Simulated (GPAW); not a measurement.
# C/Ir(100): work function by functional and basis

How far do functional and basis move the work function of C/Ir(100)?

Method: GPAW, PAW setups; slab in vacuum, relaxation, in the first sound run; inputs show where later runs differ, in GPAW 26.7.0.

### 1. Set-up

The cell holds 5 atoms: 4 Ir and 1 C. Its edges and angles: a = 2.715 Å, b = 2.715 Å, c = 21.453 Å, α = 90.0°, β = 90.0°, γ = 90.0°. Vacuum lies along c.

### 2. Relaxing the atoms

Forces are removed first; all later runs use this geometry. The lowest 2 atoms are held at bulk positions and keep their forces.

run.py

```python
import json
import numpy as np
from ase import Atoms
from ase.constraints import FixAtoms
from ase.optimize import BFGS
from gpaw import GPAW, PW

slab = Atoms(
    ['Ir', 'Ir', 'Ir', 'Ir', 'C'],
    positions=[
        [1.35765, 1.35765, 7.00000],
        [0.00000, 0.00000, 8.92000],
        [1.35765, 1.35765, 10.84000],
        [0.00000, 0.00000, 12.76000],
        [1.35765, 0.00000, 14.45284]],
    cell=[[2.71529, 0.0, 0.0], [0.0, 2.71529, 0.0], [0.0, 0.0, 21.45284]],
    pbc=[True, True, False])

slab.calc = GPAW(mode=PW(500), xc='PBE', kpts={'size': (12, 12, 1), 'gamma': True},
                 occupations={'name': 'fermi-dirac', 'width': 0.1}, nbands='160%',
                 convergence={'density': 1e-05}, maxiter=200,
                 poissonsolver={'dipolelayer': 'xy'},
                 symmetry={'tolerance': 1e-3, 'extra_ids': [1, 1, 0, 0, 0]}, txt='slab.txt')
result = {}
slab.set_constraint(FixAtoms([0, 1]))
path = []
opt = BFGS(slab, maxstep=0.2)
opt.attach(lambda: path.append((slab.get_potential_energy(), slab.positions.tolist(), slab.get_forces().tolist())))
result['relaxed'] = bool(opt.run(fmax=0.03, steps=40))
result['path'] = path
energy = slab.get_potential_energy()
fermi = slab.calc.get_fermi_level()
v = slab.calc.get_electrostatic_potential().mean((0, 1)) - fermi
n = slab.calc.get_pseudo_density().mean((0, 1))
L = slab.cell[2, 2]
z = np.arange(len(v)) * L / len(v)
low, high = slab.positions[:, 2].min(), slab.positions[:, 2].max()
below, above = np.interp([low - 4.8, high + 4.8], z, v)
slopes = [np.interp(x, z, np.gradient(v, z)) for x in (low - 4.8, high + 4.8)]
eps = np.array([[slab.calc.get_eigenvalues(k, s) for k in range(len(slab.calc.get_ibz_k_points()))]
                for s in range(slab.calc.get_number_of_spins())]) - fermi
top, bottom = eps[eps < 0].max(), eps[eps > 0].min()
dipole = slab.get_dipole_moment()[2]
print(f'energy {energy:.4f} eV, Fermi level {fermi:.4f} eV, dipole {dipole:.5f} e A')
print(f'potential 4.8 A off the faces, from the Fermi level: lower {below:.4f} eV, upper {above:.4f} eV')
print(f'slope of the potential there: lower {slopes[0]:.5f}, upper {slopes[1]:.5f} eV/A')
print(f'nearest levels on the mesh: {top:.4f} and {bottom:.4f} eV')
print('magnetic moment', round(slab.get_magnetic_moment(), 3))
result.update(energy=energy, fermi=fermi, dipole=dipole, below=below, above=above, slopes=slopes, edges=[top, bottom],
              z=z.tolist(), v=v.tolist(), n=n.tolist(), positions=slab.positions.tolist(),
              forces=slab.get_forces(apply_constraint=False).tolist(), moments=slab.get_magnetic_moments().tolist())
json.dump(result, open('result.json', 'w'))
```

Launch:

```sh
OMP_NUM_THREADS=1 OPENBLAS_NUM_THREADS=1 python run.py
```

The log of the run:

```text
Step          Energy          fmax
BFGS:    0      -41.222898        3.737373
BFGS:    1      -41.528059        3.047935
BFGS:    2      -42.004975        1.501429
BFGS:    3      -42.032413        0.831175
BFGS:    4      -42.051433        0.230222
BFGS:    5      -42.052427        0.116875
BFGS:    6      -42.053004        0.130871
BFGS:    7      -42.053958        0.087912
BFGS:    8      -42.054178        0.092382
BFGS:    9      -42.054698        0.105073
BFGS:   10      -42.055152        0.083501
BFGS:   11      -42.055650        0.056525
BFGS:   12      -42.055741        0.018905
energy -41.9734 eV, Fermi level 2.1944 eV, dipole -0.02924 e A
potential 4.8 A off the faces, from the Fermi level: lower 5.4786 eV, upper 6.1928 eV
slope of the potential there: lower -0.00033, upper 0.00004 eV/A
nearest levels on the mesh: -0.0039 and 0.0032 eV
magnetic moment 0.0
```

It took 46 min on 1 thread of Arm Neoverse V2, shared host; peak memory 0.38 GiB.

Relaxation path:

```
step  energy less that of the first step (eV)  largest force (eV/Å)
   1                                   0.0000                3.7374
   2                                  -0.3041                3.0479
   3                                  -0.7809                1.5014
   4                                  -0.8082                0.8312
   5                                  -0.8278                0.2302
   6                                  -0.8288                0.1169
   7                                  -0.8294                0.1309
   8                                  -0.8305                0.0879
   9                                  -0.8307                0.0924
  10                                  -0.8313                0.1051
  11                                  -0.8319                0.0835
  12                                  -0.8326                0.0565
  13                                  -0.8327                0.0189
```

The atoms that moved most (Å):

```
atom     dx     dy      dz  length
  C5  0.000  0.000  -0.227   0.227
 Ir4  0.000  0.000   0.177   0.177
 Ir3  0.000  0.000  -0.018   0.018
```

The relaxed structure:

```xyz
5
Lattice="2.7153 0.0000 0.0000 0.0000 2.7153 0.0000 0.0000 0.0000 21.4528" Properties=species:S:1:pos:R:3
Ir    1.3576    1.3576    7.0000
Ir    0.0000    0.0000    8.9200
Ir    1.3576    1.3576   10.8224
Ir    0.0000    0.0000   12.9371
C     1.3576    0.0000   14.2262
```

This step gave:

```
dipole along the normal                    : -0.02924 e·Å
levels nearest the Fermi level on the mesh : -0.003858, 0.003193 eV from the Fermi level
upper work function                        : 6.193 eV
lower work function                        : 5.479 eV
```

The electrostatic potential energy of an electron (without an applied field's), less the Fermi level, planar mean by z:

```
z (Å)  electrostatic potential energy of an electron (without an applied field's), less the Fermi level, planar mean (eV)
  0.0                                                                                                                5.84
  0.5                                                                                                                5.48
  1.0                                                                                                                5.48
  1.5                                                                                                                5.48
  2.0                                                                                                                5.48
  2.5                                                                                                                5.48
  3.0                                                                                                                5.48
  3.5                                                                                                                5.47
  4.0                                                                                                                5.46
  4.5                                                                                                                5.40
  5.0                                                                                                                5.17
  5.5                                                                                                                4.27
  6.0                                                                                                               0.705
  6.5                                                                                                               -11.8
  7.0                                                                                                               -25.9
  7.5                                                                                                               -12.7
  8.0                                                                                                               -4.49
  8.5                                                                                                               -16.2
  9.0                                                                                                               -26.2
  9.5                                                                                                               -10.8
 10.0                                                                                                               -5.62
 10.5                                                                                                               -19.6
 11.0                                                                                                               -24.0
 11.5                                                                                                               -7.27
 12.0                                                                                                               -3.11
 12.5                                                                                                               -15.6
 13.0                                                                                                               -26.5
 13.5                                                                                                               -11.9
 14.0                                                                                                               -9.26
 14.5                                                                                                               -5.06
 15.0                                                                                                                3.78
 15.5                                                                                                                5.74
 16.0                                                                                                                6.11
 16.5                                                                                                                6.18
 17.0                                                                                                                6.19
 17.5                                                                                                                6.19
 18.0                                                                                                                6.19
 18.5                                                                                                                6.19
 19.0                                                                                                                6.19
 19.5                                                                                                                6.19
 20.0                                                                                                                6.19
 20.5                                                                                                                6.19
 21.0                                                                                                                6.19
```

The pseudo valence density, planar mean oscillates, so the rows of the table below give means over windows of 1 Å about each position, cut where the curve ends. Its maxima inside the range that stand out by 2 % of the span (Å: e/Å³): 7.1: 1.92, 9.0: 1.94, 10.7: 1.92, 13.0: 1.93. Its minima: 8.0: 0.496, 10.0: 0.511, 11.9: 0.372.

Table of pseudo valence density, planar mean by z; means over each step:

z (Å), pseudo valence density, planar mean (e/Å³) and a bar:
```
        3       0.00 
        4       0.00 
        5       0.02 
        6       0.28 ######
        7       1.46 ##############################
        8       0.65 #############
        9       1.45 ##############################
       10       0.69 ##############
       11       1.40 #############################
       12       0.51 ###########
       13       1.47 ##############################
       14       0.58 ############
       15       0.17 ####
       16       0.01 
       17       0.00 
       18       0.00
```

The relaxation lowered the energy of the cell by 0.833 eV (energies extrapolated to zero smearing; the optimiser's log prints free energies). The largest force left on a free atom is 0.019 eV/Å.

### 3. The slab's potential

The work function is the vacuum plateau of the electrostatic potential less the Fermi level; a dipole layer lets the two faces have plateaus of their own.

This step: GPAW, PAW setups; slab in vacuum (GPAW 26.7.0).

run.py, as its differences from that of step 2:

```diff
@@ -3,4 +3,2 @@
 from ase import Atoms
-from ase.constraints import FixAtoms
-from ase.optimize import BFGS
 from gpaw import GPAW, PW
@@ -12,5 +10,5 @@
         [0.00000, 0.00000, 8.92000],
-        [1.35765, 1.35765, 10.84000],
-        [0.00000, 0.00000, 12.76000],
-        [1.35765, 0.00000, 14.45284]],
+        [1.35765, 1.35765, 10.82236],
+        [-0.00000, -0.00000, 12.93712],
+        [1.35765, 0.00000, 14.22624]],
     cell=[[2.71529, 0.0, 0.0], [0.0, 2.71529, 0.0], [0.0, 0.0, 21.45284]],
@@ -22,10 +20,4 @@
                  poissonsolver={'dipolelayer': 'xy'},
-                 symmetry={'tolerance': 1e-3, 'extra_ids': [1, 1, 0, 0, 0]}, txt='slab.txt')
+                 symmetry={'tolerance': 1e-3}, txt='slab.txt')
 result = {}
-slab.set_constraint(FixAtoms([0, 1]))
-path = []
-opt = BFGS(slab, maxstep=0.2)
-opt.attach(lambda: path.append((slab.get_potential_energy(), slab.positions.tolist(), slab.get_forces().tolist())))
-result['relaxed'] = bool(opt.run(fmax=0.03, steps=40))
-result['path'] = path
 energy = slab.get_potential_energy()
```

The log of the run:

```text
energy -41.9734 eV, Fermi level 2.1945 eV, dipole -0.02901 e A
potential 4.8 A off the faces, from the Fermi level: lower 5.4784 eV, upper 6.1927 eV
slope of the potential there: lower -0.00039, upper 0.00010 eV/A
nearest levels on the mesh: -0.0038 and 0.0032 eV
magnetic moment 0.0
```

It took 4 min on 1 thread; peak memory 0.38 GiB.

This step gave:

- dipole along the normal: -0.02901 e·Å
- levels nearest the Fermi level on the mesh: -0.003843, 0.003209 eV from the Fermi level
- lower work function: 5.478 eV

The electrostatic potential energy of an electron (without an applied field's), less the Fermi level, planar mean by z:

(Unchanged from step 2.)

The pseudo valence density, planar mean oscillates, so the rows of the table below give means over windows of 1 Å about each position, cut where the curve ends. Its maxima inside the range that stand out by 2 % of the span (Å: e/Å³): 7.1: 1.92, 9.0: 1.94, 10.7: 1.92, 13.0: 1.93. Its minima: 8.0: 0.496, 10.0: 0.511, 11.9: 0.372.

The pseudo valence density, planar mean by z; means over each step:

z (Å), pseudo valence density, planar mean (e/Å³) and a bar:
```
        3       0.00 
        4       0.00 
        5       0.02 
        6       0.28 ######
        7       1.46 ##############################
        8       0.65 #############
        9       1.45 ##############################
       10       0.69 ##############
       11       1.40 #############################
       12       0.51 ###########
       13       1.47 ##############################
       14       0.58 ############
       15       0.17 ####
       16       0.01 
       17       0.00 
       18       0.00
```

Force by atom:

```
atom  x (eV/Å)  y (eV/Å)  z (eV/Å)   size
 Ir1     0.000     0.000     0.663  0.663
 Ir2     0.000     0.000    -0.668  0.668
 Ir3     0.000     0.000    -0.004  0.004
 Ir4     0.000     0.000     0.019  0.019
  C5     0.000     0.000    -0.013  0.013
```

The potential is flat to 3.9e-4 eV/Å where it is read, so the vacuum is wide enough.

[end of part 1 of 3]

[Logs are printed without paths, hosts, clocks, repeated set-up lines and the standing remarks that a program may print on its own settings, such as how far it seeks lower states.]

[Hosts, paths, dates, database ids (printed as entryN), source tags and the programs' standing remarks are cut or masked in the printed files.]
